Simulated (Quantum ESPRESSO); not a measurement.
# PbF2 (Fluorocronite): a mode Grüneisen parameter, worked out

Aim: the Grüneisen parameter and the pressure coefficient of an optical mode of PbF2 (Fluorocronite).

Program: Quantum ESPRESSO 7.5. Level of theory: DFT PBE, scalar-relativistic, plane waves, GBRV ultrasoft pseudopotentials. Results are calculated unless marked as measured.

The database entry behind the starting cell differs from later determinations by our own check (0.1 to 0.3 % short, probably kX units), so it need not match the best structure at ambient conditions.

### Step 1. The relaxed structure

The structure is cubic, space group Fm-3m (No. 225). Conventional cell: a = 5.994 Å, b = 5.994 Å, c = 5.994 Å, α = 90.00°, β = 90.00°, γ = 90.00°. Pb has 8 F at 2.60 Å nearest. F has 4 Pb at 2.60 Å nearest. Farther neighbours and most contacts between anions are not listed.

Coordinates:

```
Pb F
1.0
    -2.99708    0.00000    2.99708
     0.00000    2.99708    2.99708
    -2.99708    2.99708    0.00000
Pb F
1 2
Cartesian
  0.0000 0.0000 0.0000
  -4.4956 4.4956 4.4956
  -1.4985 1.4985 1.4985
```

This is the cell after its relaxation at this level of theory, not the database cell from which that began.

### Step 2. Runs at several volumes

The relaxed cell is scaled uniformly; in this structure symmetry fixes all atoms, so nothing has to be relaxed anew. Each volume gets a ground state and a response at Γ. The mode followed is the highest one without the macroscopic field, of symmetry T2g; longitudinal polar modes lie higher. Cutoff 55 Ry, k mesh 8×8×8.

From the response at V/V₀ = 0.94:

Output:

```text
[banners, grids, parts of the stress and lines that vanish by symmetry left out]
Program PHONON v.7.5
     Reading xml data from directory:

[...]
Exchange-correlation= PBE
                           (   1   4   3   4   0   0   0)
[...]
kinetic-energy cut-off    =      55.0000  Ry
     charge density cut-off    =     440.0000  Ry
     convergence threshold     =      1.0E-18
[...]
Exchange-correlation= PBE
                           (   1   4   3   4   0   0   0)
[...]
q = (   0.0000000   0.0000000   0.0000000 )
     49 Sym.Ops. (with q -> -q+G )
     G cutoff =  686.1248  (  53377 G-vectors)     FFT grid: ( 54, 54, 54)
     G cutoff =  343.0624  (  18883 G-vectors)  smooth grid: ( 40, 40, 40)
     number of k points=    29
[...]
Mode symmetry, O_h (m-3m)  point group:
[...]
Dielectric constant
[...]
End of electric fields calculation
          Dielectric constant in cartesian axis
          (       3.347460930       0.000000000       0.000000000 )
          (       0.000000000       3.347460930       0.000000000 )
          (      -0.000000000      -0.000000000       3.347460930 )
          Effective charges (d Force / dE) in cartesian axis without acoustic sum rule applied (asr)
           atom    1  Pb    Mean Z*:        3.21417
      Ex  (        3.21417       -0.00000        0.00000 )
      Ey  (       -0.00000        3.21417        0.00000 )
      Ez  (        0.00000        0.00000        3.21417 )
           atom    2  F     Mean Z*:       -1.60634
      Ex  (       -1.60634        0.00000       -0.00000 )
      Ey  (        0.00000       -1.60634       -0.00000 )
      Ez  (       -0.00000       -0.00000       -1.60634 )
           atom    3  F     Mean Z*:       -1.60634
      Ex  (       -1.60634        0.00000        0.00000 )
      Ey  (        0.00000       -1.60634        0.00000 )
      Ez  (        0.00000        0.00000       -1.60634 )
          Effective charges Sum: Mean:        0.00148
[...]
Effective charges (d Force / dE) in cartesian axis with asr applied:
           atom    1  Pb    Mean Z*:        3.21368
[...]
atom    2  F     Mean Z*:       -1.60684
[...]
atom    3  F     Mean Z*:       -1.60684
[...]
Representation #   1 modes #   1   2   3
[...]
End of self-consistent calculation
     Convergence has been achieved
     Representation #   2 modes #   4   5   6
[...]
End of self-consistent calculation
     Convergence has been achieved
     Representation #   3 modes #   7   8   9
[...]
End of self-consistent calculation
     Convergence has been achieved
[...]
Dielectric constant in cartesian axis
          (       3.347460930       0.000000000       0.000000000 )
          (       0.000000000       3.347460930       0.000000000 )
          (      -0.000000000      -0.000000000       3.347460930 )
          Effective charges (d Force / dE) in cartesian axis without acoustic sum rule applied (asr)
           atom    1  Pb    Mean Z*:        3.21417
      Ex  (        3.21417       -0.00000        0.00000 )
      Ey  (       -0.00000        3.21417        0.00000 )
      Ez  (        0.00000        0.00000        3.21417 )
           atom    2  F     Mean Z*:       -1.60634
      Ex  (       -1.60634        0.00000       -0.00000 )
      Ey  (        0.00000       -1.60634       -0.00000 )
      Ez  (       -0.00000       -0.00000       -1.60634 )
           atom    3  F     Mean Z*:       -1.60634
      Ex  (       -1.60634        0.00000        0.00000 )
      Ey  (        0.00000       -1.60634        0.00000 )
      Ez  (        0.00000        0.00000       -1.60634 )
          Effective charges Sum: Mean:        0.00148
[...]
Effective charges (d Force / dE) in cartesian axis with asr applied:
           atom    1  Pb    Mean Z*:        3.21368
[...]
atom    2  F     Mean Z*:       -1.60684
[...]
atom    3  F     Mean Z*:       -1.60684
[...]
q = (    0.000000000   0.000000000   0.000000000 )
[...]
freq (    1) =       0.034364 [THz] =       1.146269 [cm-1]
     freq (    2) =       0.034364 [THz] =       1.146269 [cm-1]
     freq (    3) =       0.034364 [THz] =       1.146269 [cm-1]
     freq (    4) =       3.904096 [THz] =     130.226610 [cm-1]
     freq (    5) =       3.904096 [THz] =     130.226610 [cm-1]
     freq (    6) =       3.904096 [THz] =     130.226610 [cm-1]
     freq (    7) =       7.900698 [THz] =     263.538907 [cm-1]
     freq (    8) =       7.900698 [THz] =     263.538907 [cm-1]
     freq (    9) =       7.900698 [THz] =     263.538907 [cm-1]
[...]
Mode symmetry, O_h (m-3m)  point group:
     freq (   1-   3) =          1.1  [cm-1]   --> T_1u G_15  G_4- I
     freq (   4-   6) =        130.2  [cm-1]   --> T_1u G_15  G_4- I
     freq (   7-   9) =        263.5  [cm-1]   --> T_2g G_25' G_5+ R

   JOB DONE.
```

One volume, V/V₀ = 0.97, is held back as a test.

| V/V₀ | volume (Å³/atom) | pressure (GPa) | ω (cm⁻¹) |
| --- | --- | --- | --- |
| 0.94 | 16.871 | 4.82 | 263.54 |
| 0.97 | 17.409 | 2.22 | held back |
| 1 | 17.948 | 0.03 | 237.12 |
| 1.03 | 18.486 | -1.82 | 225.10 |
| 1.06 | 19.024 | -3.37 | 213.88 |

### Step 3. The fit

The mode Grüneisen parameter is γ = −d ln ω / d ln V.

| ln(V/V₀) | ln ω |
| --- | --- |
| -0.0619 | 5.5742 |
| 0.0000 | 5.4686 |
| 0.0296 | 5.4165 |
| 0.0583 | 5.3654 |

A straight line through these points has the slope -1.736, so γ = 1.74; at V/V₀ = 0.97 it predicts ω = exp(5.4674 + 0.0529) = 249.71 cm⁻¹.

A parabola of pressure against ln V through V/V₀ = 0.97, 1 and 1.03 gives the bulk modulus B = −dP/d ln V = 67 GPa at V₀. With ω₀ from the fitted line the pressure coefficient follows as dω/dP = γ ω₀ / B = 1.74 × 236.9 / 67 = 6.13 cm⁻¹/GPa.

### Step 4. The run that was held back

Output:

```text
[banners, grids, parts of the stress and lines that vanish by symmetry left out]
[banner, memory and clock lines left out]
Program PHONON v.7.5

[...]
Exchange-correlation= PBE
                           (   1   4   3   4   0   0   0)
[...]
kinetic-energy cut-off    =      55.0000  Ry
     charge density cut-off    =     440.0000  Ry
     convergence threshold     =      1.0E-18
[...]
Exchange-correlation= PBE
                           (   1   4   3   4   0   0   0)
[...]
q = (   0.0000000   0.0000000   0.0000000 )
     49 Sym.Ops. (with q -> -q+G )
     G cutoff =  700.6467  (  55009 G-vectors)     FFT grid: ( 54, 54, 54)
     G cutoff =  350.3233  (  19579 G-vectors)  smooth grid: ( 40, 40, 40)
     number of k points=    29
[...]
Mode symmetry, O_h (m-3m)  point group:
[...]
Dielectric constant
[...]
End of electric fields calculation
          Dielectric constant in cartesian axis
          (       3.314203402       0.000000000       0.000000000 )
          (       0.000000000       3.314203402      -0.000000000 )
          (       0.000000000       0.000000000       3.314203402 )
          Effective charges (d Force / dE) in cartesian axis without acoustic sum rule applied (asr)
           atom    1  Pb    Mean Z*:        3.18769
      Ex  (        3.18769       -0.00000        0.00000 )
      Ey  (        0.00000        3.18769       -0.00000 )
      Ez  (       -0.00000       -0.00000        3.18769 )
           atom    2  F     Mean Z*:       -1.59308
      Ex  (       -1.59308        0.00000       -0.00000 )
[...]
(       0.000000000       0.000000000       3.314203402 )
          Effective charges (d Force / dE) in cartesian axis without acoustic sum rule applied (asr)
           atom    1  Pb    Mean Z*:        3.18769
      Ex  (        3.18769       -0.00000        0.00000 )
      Ey  (        0.00000        3.18769       -0.00000 )
      Ez  (       -0.00000       -0.00000        3.18769 )
           atom    2  F     Mean Z*:       -1.59308
      Ex  (       -1.59308        0.00000       -0.00000 )
      Ey  (       -0.00000       -1.59308       -0.00000 )
      Ez  (        0.00000        0.00000       -1.59308 )
           atom    3  F     Mean Z*:       -1.59308
      Ex  (       -1.59308       -0.00000       -0.00000 )
      Ey  (       -0.00000       -1.59308       -0.00000 )
      Ez  (        0.00000        0.00000       -1.59308 )
          Effective charges Sum: Mean:        0.00153
[...]
Effective charges (d Force / dE) in cartesian axis with asr applied:
           atom    1  Pb    Mean Z*:        3.18718
[...]
atom    2  F     Mean Z*:       -1.59359
[...]
atom    3  F     Mean Z*:       -1.59359
[...]
q = (    0.000000000   0.000000000   0.000000000 )
[...]
freq (    1) =       0.033604 [THz] =       1.120902 [cm-1]
     freq (    2) =       0.033604 [THz] =       1.120902 [cm-1]
     freq (    3) =       0.033604 [THz] =       1.120902 [cm-1]
     freq (    4) =       3.367984 [THz] =     112.343868 [cm-1]
     freq (    5) =       3.367984 [THz] =     112.343868 [cm-1]
     freq (    6) =       3.367984 [THz] =     112.343868 [cm-1]
     freq (    7) =       7.493956 [THz] =     249.971461 [cm-1]
     freq (    8) =       7.493956 [THz] =     249.971461 [cm-1]
     freq (    9) =       7.493956 [THz] =     249.971461 [cm-1]
[...]
Mode symmetry, O_h (m-3m)  point group:
     freq (   1-   3) =          1.1  [cm-1]   --> T_1u G_15  G_4- I
     freq (   4-   6) =        112.3  [cm-1]   --> T_1u G_15  G_4- I
     freq (   7-   9) =        250.0  [cm-1]   --> T_2g G_25' G_5+ R
```

It gives 249.97 cm⁻¹ against the predicted 249.71 cm⁻¹, a miss of 0.3 cm⁻¹.

### Step 5. What came out

```json
{
  "mode Grüneisen parameter": "1.736",
  "bulk modulus": "67.1 GPa",
  "pressure coefficient": "6.13 cm⁻¹/GPa"
}
```

In words: The highest optical mode of PbF2 (Fluorocronite) without the LO-TO term stiffens by 6.13 cm⁻¹ a GPa near the relaxed volume, with γ = 1.74. The power law meets all 5 runs within 0.12 %; between neighbouring volumes γ runs from 1.68 to 1.78. Such a coefficient turns a measured shift of this mode into a hydrostatic stress; uniaxial or biaxial stress splits the mode and needs deformation potentials. These are harmonic values at zero temperature for the structure held cubic, which a run at Γ can't show to be stable; the bulk modulus rests on three points.

[Host names and launcher messages were left out of these logs when they were recorded.]

[Logs are printed without paths, hosts, clocks, repeated set-up lines and the standing remarks that a program may print on its own settings, such as how far it seeks lower states.]

[Hosts, paths, dates, database ids (printed as entryN), source tags and the programs' standing remarks are cut or masked in the printed files.]
